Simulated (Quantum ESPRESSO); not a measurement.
# BaAl9Fe2: parallel and opposed starts, part 2 of 2

Aim: find out which collinear order of BaAl9Fe2 costs least.

Quantum ESPRESSO 7.5; PBEsol; plane waves with GBRV 1.5 PBEsol potentials, no spin-orbit coupling.

So far: The starting structure; Run 1, typed as ferro ++.

## 3. Start 2: antiferro +−

Contents of pw.in:

```
&CONTROL
  calculation = 'scf'
  prefix = 'pwscf'
  outdir = './tmp'
  pseudo_dir = './pseudo'
  disk_io = 'nowf'
/
&SYSTEM
  ibrav = 0
  celldm(1) = 8
  nat = 12
  ntyp = 4
  ecutwfc = 40
  ecutrho = 280
  nbnd = 48
  occupations = 'smearing'
  smearing = 'fd'
  degauss = 0.00734986
  nspin = 2
  starting_magnetization(1) = 0
  starting_magnetization(2) = 0
  starting_magnetization(3) = 0.175
  starting_magnetization(4) = -0.175
/
&ELECTRONS
  conv_thr = 2.4d-08
  electron_maxstep = 150
  mixing_beta = 0.3
/
ATOMIC_SPECIES
Ba    137.3270 ba_pbesol_v1.uspp.F.UPF
Al     26.9815 al_pbesol_v1.uspp.F.UPF
Fe1    55.8450 fe_pbesol_v1.5.uspp.F.UPF
Fe2    55.8450 fe_pbesol_v1.5.uspp.F.UPF
CELL_PARAMETERS alat
   1.8758507129986    0.0000000000000    0.0000000000000
  -0.9379253564993    1.6245343711666    0.0000000000000
   0.0000000000000    0.0000000000000    0.9331674008738
ATOMIC_POSITIONS crystal
Ba      0.0000000000    0.0000000000    0.0000000000
Al      0.5000000000    0.0000000000    0.0000000000
Al      0.5000000000    0.5000000000    0.0000000000
Al      0.0000000000    0.5000000000    0.0000000000
Al      0.2183452700    0.4366905400    0.5000000000
Al      0.7816547300    0.2183452700    0.5000000000
Al      0.4366905400    0.2183452700    0.5000000000
Al      0.5633094600    0.7816547300    0.5000000000
Al      0.2183452700    0.7816547300    0.5000000000
Al      0.7816547300    0.5633094600    0.5000000000
Fe1     0.6666666700    0.3333333300    0.0000000000
Fe2     0.3333333300    0.6666666700    0.0000000000
K_POINTS automatic
6 6 6 0 0 0
```

On the command line:

```bash
$ OMP_NUM_THREADS=1 mpirun -n 4 pw.x -nk 4 -in pw.in > pw.out
```

Log:

```text
[banner, memory and clock lines left out]
Program PWSCF v.7.5 starts

     Message from routine setup:
     using ibrav=0 with symmetry is DISCOURAGED, use correct ibrav instead

     bravais-lattice index     =            0
     lattice parameter (alat)  =       8.0000  a.u.
     unit-cell volume          =    1455.9843 (a.u.)^3
     number of atoms/cell      =           12
     number of atomic types    =            4
     number of electrons       =        69.00
     number of Kohn-Sham states=           48
     kinetic-energy cutoff     =      40.0000  Ry
     charge density cutoff     =     280.0000  Ry
     scf convergence threshold =      2.4E-08
     mixing beta               =       0.3000
     number of iterations used =            8  plain     mixing
     Exchange-correlation= SLA  PW   PSX  PSC
                           (   1   4  10   8   0   0   0)

     celldm(1)=   8.000000  celldm(2)=   0.000000  celldm(3)=   0.000000
     celldm(4)=   0.000000  celldm(5)=   0.000000  celldm(6)=   0.000000

     crystal axes: (cart. coord. in units of alat)
               a(1) = (   1.875851   0.000000   0.000000 )
               a(2) = (  -0.937925   1.624534   0.000000 )
               a(3) = (   0.000000   0.000000   0.933167 )

     reciprocal axes: (cart. coord. in units 2 pi/alat)
               b(1) = (  0.533091  0.307780 -0.000000 )
               b(2) = (  0.000000  0.615561  0.000000 )
               b(3) = (  0.000000 -0.000000  1.071619 )

     PseudoPot. # 1 for Ba read from file:
     ba_pbesol_v1.uspp.F.UPF
     Pseudo is Ultrasoft + core correction, Zval = 10.0

     PseudoPot. # 2 for Al read from file:
     al_pbesol_v1.uspp.F.UPF
     Pseudo is Ultrasoft + core correction, Zval =  3.0

     PseudoPot. # 3 for Fe read from file:
     fe_pbesol_v1.5.uspp.F.UPF
     Pseudo is Ultrasoft + core correction, Zval = 16.0

     PseudoPot. # 4 for Fe read from file:
     fe_pbesol_v1.5.uspp.F.UPF
     Pseudo is Ultrasoft + core correction, Zval = 16.0

     atomic species   valence    mass     pseudopotential
     Ba               10.00   137.32700     Ba( 1.00)
     Al                3.00    26.98150     Al( 1.00)
     Fe1              16.00    55.84500     Fe( 1.00)
     Fe2              16.00    55.84500     Fe( 1.00)

     Starting magnetic structure
     atomic species   magnetization
     Ba              0.000
     Al              0.000
     Fe1             0.175
     Fe2            -0.175

     12 Sym. Ops. (no inversion) found

   Cartesian axes

     site n.     atom                  positions (alat units)
         1        Ba     tau(   1) = (   0.0000000   0.0000000   0.0000000  )
         2        Al     tau(   2) = (   0.9379254   0.0000000   0.0000000  )
         3        Al     tau(   3) = (   0.4689627   0.8122672   0.0000000  )
         4        Al     tau(   4) = (  -0.4689627   0.8122672   0.0000000  )
         5        Al     tau(   5) = (   0.0000000   0.7094188   0.4665837  )
         6        Al     tau(   6) = (   1.2614760   0.3547094   0.4665837  )
         7        Al     tau(   7) = (   0.6143747   0.3547094   0.4665837  )
         8        Al     tau(   8) = (   0.3235507   1.2698250   0.4665837  )
         9        Al     tau(   9) = (  -0.3235507   1.2698250   0.4665837  )
        10        Al     tau(  10) = (   0.9379254   0.9151156   0.4665837  )
        11        Fe1    tau(  11) = (   0.9379254   0.5415115   0.0000000  )
        12        Fe2    tau(  12) = (  -0.0000000   1.0830229   0.0000000  )

     number of k points=    28  Fermi-Dirac smearing, width (Ry)=  0.0073
                       cart. coord. in units 2pi/alat
        k(    1) = (   0.0000000   0.0000000   0.0000000), wk =   0.0046296
        k(    2) = (   0.0000000   0.0000000   0.1786032), wk =   0.0092593
        k(    3) = (   0.0000000   0.0000000   0.3572064), wk =   0.0092593
        k(    4) = (   0.0000000   0.0000000  -0.5358095), wk =   0.0046296
        k(    5) = (   0.0000000   0.1025935   0.0000000), wk =   0.0277778
        [... 23 further k-points ...]

     Dense  grid:   115173 G-vectors     FFT dimensions: (  80,  80,  40)

     Smooth grid:    49777 G-vectors     FFT dimensions: (  64,  64,  32)

     Check: negative core charge=   -0.000008
     Generating pointlists ...
     new r_m :   0.3503 (alat units)  2.8020 (a.u.) for type    1
     new r_m :   0.2234 (alat units)  1.7870 (a.u.) for type    2
     new r_m :   0.2234 (alat units)  1.7870 (a.u.) for type    3
     new r_m :   0.2234 (alat units)  1.7870 (a.u.) for type    4

     Initial potential from superposition of free atoms

     starting charge      66.9650, renormalised to      69.0000

     negative rho (up, down):  4.941E-02 4.941E-02
     Starting wfcs are   75 randomized atomic wfcs

     Self-consistent Calculation

     iteration #  1     ecut=    40.00 Ry     beta= 0.30
     Davidson diagonalization with overlap
     ethr =  1.00E-02,  avg # of iterations =  3.6

     negative rho (up, down):  4.747E-02 4.747E-02

     total energy              =    -628.35835670 Ry
     estimated scf accuracy    <       7.43582963 Ry

     total magnetization       =    -0.00 Bohr mag/cell
     absolute magnetization    =     1.88 Bohr mag/cell

     iteration #  2     ecut=    40.00 Ry     beta= 0.30
     Davidson diagonalization with overlap
     ethr =  1.00E-02,  avg # of iterations =  3.2

     negative rho (up, down):  4.631E-02 4.632E-02

     total energy              =    -627.56471760 Ry
     estimated scf accuracy    <      47.24803479 Ry

     total magnetization       =     0.00 Bohr mag/cell
     absolute magnetization    =     1.00 Bohr mag/cell

     [... further iterations left out ...]

     iteration # 19     ecut=    40.00 Ry     beta= 0.30
     Davidson diagonalization with overlap
     ethr =  8.08E-10,  avg # of iterations =  2.2

     negative rho (up, down):  4.357E-02 4.357E-02

     total energy              =    -630.83707379 Ry
     estimated scf accuracy    <       0.00000030 Ry

     total magnetization       =    -0.00 Bohr mag/cell
     absolute magnetization    =     0.01 Bohr mag/cell

     iteration # 20     ecut=    40.00 Ry     beta= 0.30
     Davidson diagonalization with overlap
     ethr =  4.30E-10,  avg # of iterations =  2.1

     negative rho (up, down):  4.357E-02 4.357E-02

     Magnetic moment per site  (integrated on atomic sphere of radius R)
     atom   1 (R=0.350)  charge=  8.1831  magn=  0.0000
     atom   2 (R=0.223)  charge=  0.9183  magn=  0.0000
     atom   3 (R=0.223)  charge=  0.9183  magn=  0.0000
     atom   4 (R=0.223)  charge=  0.9183  magn=  0.0000
     atom   5 (R=0.223)  charge=  0.8532  magn= -0.0001
     atom   6 (R=0.223)  charge=  0.8532  magn=  0.0001
     atom   7 (R=0.223)  charge=  0.8532  magn=  0.0001
     atom   8 (R=0.223)  charge=  0.8532  magn= -0.0001
     atom   9 (R=0.223)  charge=  0.8532  magn= -0.0001
     atom  10 (R=0.223)  charge=  0.8532  magn=  0.0001
     atom  11 (R=0.223)  charge= 14.2063  magn=  0.0001
     atom  12 (R=0.223)  charge= 14.2063  magn= -0.0016

     End of self-consistent calculation

     [... lines left out ...]
     the Fermi energy is     8.5418 ev

!    total energy              =    -630.83707392 Ry
     estimated scf accuracy    <       0.00000002 Ry
     smearing contrib. (-TS)   =      -0.01694194 Ry
     internal energy E=F+TS    =    -630.82013198 Ry

     The total energy is F=E-TS. E is the sum of the following terms:
     one-electron contribution =    -493.42480353 Ry
     hartree contribution      =     273.30998441 Ry
     xc contribution           =    -123.93086171 Ry
     ewald contribution        =    -286.77445115 Ry

     total magnetization       =    -0.00 Bohr mag/cell
     absolute magnetization    =     0.00 Bohr mag/cell

     convergence has been achieved in  20 iterations
```

The job ended after 3 min (4 MPI ranks of Arm Neoverse V1, shared host; peak memory 1.5 GiB).

Spin moment in the atom's sphere by atom:

```tsv
atom	spin moment in the atom's sphere (μB)
Ba1	0.0000
Al2	0.0000
Al3	0.0000
Al4	0.0000
Al5	-0.0001
Al6	0.0001
Al7	0.0001
Al8	-0.0001
Al9	-0.0001
Al10	0.0001
Fe11	0.0001
Fe12	-0.0016
```

This step gave:

* smearing term TS: 0.2305 eV
* magnetization: 0 μB
* absolute magnetization: 0 μB
* final state: non-magnetic

## 4. The states side by side

An order is kept where moments of 0.15 μB or more survive with the typed signs; meshes match where a doubled cell samples the same k points as the first cell.

Orders:

```tsv
start	final state	typed order kept	energy over the lowest (meV a seeded atom)	largest site moment (μB)	net moment (μB a cell of the first run)	mesh matched	CPU time (s)
ferro ++	non-magnetic	no	0	0	0.001596	yes	676.6
antiferro +-	non-magnetic	no	0	0.001643	0.001447	yes	709.5
```

## 5. Results

| Item | Value |
| --- | --- |
| lowest state found | non-magnetic (from ferro ++ and antiferro +-) |
| largest site moment | 0 μB |

In words: The lowest state carries no moment, and no start kept one. This is the lowest of 2 collinear or spinless starts, no proof of the ground state. Energies are free energies at an electronic temperature of 1160 K, which lowers moments and differences where the moments are itinerant.

[Logs and program files are shortened in this print: banners, set-up blocks, solver, clock and traceback lines can be left out without a mark of their own.]

[Logs are printed without paths, hosts, clocks, repeated set-up lines and the standing remarks that a program may print on its own settings, such as how far it seeks lower states.]

[Hosts, paths, dates, database ids (printed as entryN), source tags and the programs' standing remarks are cut or masked in the printed files.]

[Where a cell is said to come from a database of computed structures, the database is the Materials Project.]
